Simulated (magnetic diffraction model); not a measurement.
**Solving a magnetic structure from powder neutron data: Ho2B3Rh14**

Space group P6_3/mmc (no. 194), a = 8.3860 Å, c = 8.1540 Å.

| site | atom | x | y | z |
| --- | --- | --- | --- | --- |
| 2d | Ho | 2/3 | 1/3 | 1/4 |
| 2b | Ho | 0 | 0 | 3/4 |
| 12k | Rh | 0.6736 | 0.8368 | 0.9783 |
| 12j | Rh | 0.6681 | 0.0446 | 3/4 |
| 4f | Rh | 1/3 | 2/3 | 0.1067 |
| 6g | B | 0 | 1/2 | 0 |

This is a made-up structure (elements placed in a structure type, unrelaxed), so the numbers test the method and describe no known phase.

Only Ho is taken to order (form factors of Ho3+); orders and moment sizes are assumed, and not adapted to the symmetry. Radiation: neutrons of λ = 1.909 Å (absorption by B left out), 3° to 50°; isotropic B of 0.15 Å² (Ho), 0.14 Å² (Rh) and 0.24 Å² (B). The intensities are simulated: I ∝ L Σ (|F_N|² + |F_M⊥|²) for unpolarised neutrons, with F_M = 2.695 fm/μB × Σ f(s) S exp(2πi Q·r) exp(−B s²) at Q = H ± k (one set where k and −k are equivalent), only the part normal to Q counting and L = 1/(sin²θ cos θ). For a modulated order the moment at position r is S exp(−2πi k·r) + c.c., with S = m/2 for a sine wave of amplitude m and S = m(u + iv)/2 for moments turning in a plane, u and v being orthogonal unit vectors in it; the phase factor of the sum at Q = H + k is then exp(2πi H·r). Form factors are spin-only for 3d ions and dipole or tabulated for f ions, scattering lengths are Sears's of 1992, and absorption is left out. A label names one of the reflections at its angle. The strongest nuclear line in the range is 100, and lines under 0.2 are left out.

Above the ordering temperature:

```
2θ (°)    index      I
 15.10  (1 0 0)    6.2
 20.27  (1 0 1)    7.1
 26.32  (1 1 0)    5.5
 31.15  (1 0 2)    0.4
 33.45  (2 0 1)    4.8
 38.12  (1 1 2)   36.7
 41.22  (2 0 2)   18.8
 43.05  (2 1 1)   13.7
 44.04  (1 0 3)    7.4
 46.44  (3 0 0)  100.0
 49.57  (2 1 2)   21.4
```

Below it (cell unchanged):

```csv
2θ (°),I
5.02,1956.3
10.05,30.2
13.31,17.7
15.10,6.2
16.82,43.2
18.18,13.3
18.96,50.4
20.18,7.2
20.27,7.1
22.02,159.0
22.68,44.6
24.33,24.8
25.31,4.5
26.32,5.5
26.81,65.9
27.56,62.0
28.24,4.0
28.76,18.2
28.95,3.8
30.29,6.2
30.91,84.9
31.15,0.4
31.39,18.7
32.81,5.9
33.39,3.4
33.45,4.8
34.01,3.2
35.17,88.3
35.72,6.1
36.14,16.4
36.83,2.9
37.40,2.8
38.12,36.7
38.33,29.2
38.47,58.4
39.38,14.5
```
(The table stops after 36 lines; 28 more lie at higher angle.)

**Question.** Check that the new lines index with k = (0 1/3 0), then choose among these models:
A. moments turning in the plane of [100] and [010], 8.9 μB on Ho; signs + at (2/3, 1/3, 1/4), + at (1/3, 2/3, 3/4), + at (0, 0, 3/4), + at (0, 0, 1/4)
B. a sine wave with moments along [010] (amplitudes given), 8.9 μB on Ho; signs + at (2/3, 1/3, 1/4), + at (1/3, 2/3, 3/4), + at (0, 0, 3/4), + at (0, 0, 1/4)
C. moments turning in the plane of [100] and [001], 8.9 μB on Ho; signs + at (2/3, 1/3, 1/4), + at (1/3, 2/3, 3/4), + at (0, 0, 3/4), + at (0, 0, 1/4)
D. a sine wave with moments along [100] (amplitudes given), 8.9 μB on Ho; signs + at (2/3, 1/3, 1/4), + at (1/3, 2/3, 3/4), + at (0, 0, 3/4), + at (0, 0, 1/4)

The new lines index as (0 1/3 0) at 5.02°, (0 2/3 0) at 10.05°, (1 -1/3 0) at 13.31° and (0 2/3 1) at 16.82°, that is as H ± k with k = (0 1/3 0), one of 3 inequivalent arms of its star (k and −k counted as one), which a powder can't tell apart. Satellites come in pairs about each point of the reciprocal lattice.

Magnetic intensity, observed (below minus above) and for each model:

| 2θ (°) | index | observed | A | B | C | D |
| --- | --- | --- | --- | --- | --- | --- |
| 5.02 | (0 1/3 0) | 1956.3 | 978.1 | 244.5 | 1956.3 | 978.1 |
| 18.96 | (1 -1/3 1) | 50.4 | 74.5 | 43.0 | 50.4 | 25.9 |
| 22.02 | (1 2/3 0) | 159.0 | 96.7 | 41.3 | 159.0 | 62.3 |
| 26.81 | (2 -2/3 0) | 65.9 | 63.6 | 46.6 | 65.9 | 2.3 |
| 27.56 | (0 1/3 2) | 62.0 | 117.9 | 58.4 | 62.0 | 60.0 |
| 30.91 | (1 4/3 0) | 84.9 | 46.7 | 15.9 | 84.9 | 38.2 |
| 35.17 | (1 2/3 2) | 88.3 | 112.4 | 54.2 | 88.3 | 60.3 |
| 38.47 | (2 -2/3 2) | 58.4 | 86.4 | 49.8 | 58.4 | 30.0 |

Model C matches.

The structure used: k = (0 1/3 0), moments turning in the plane of [100] and [001], 8.9 μB on Ho; signs + at (2/3, 1/3, 1/4), + at (1/3, 2/3, 3/4), + at (0, 0, 3/4), + at (0, 0, 1/4).

[Logs are printed without paths, hosts, clocks, repeated set-up lines and the standing remarks that a program may print on its own settings, such as how far it seeks lower states.]
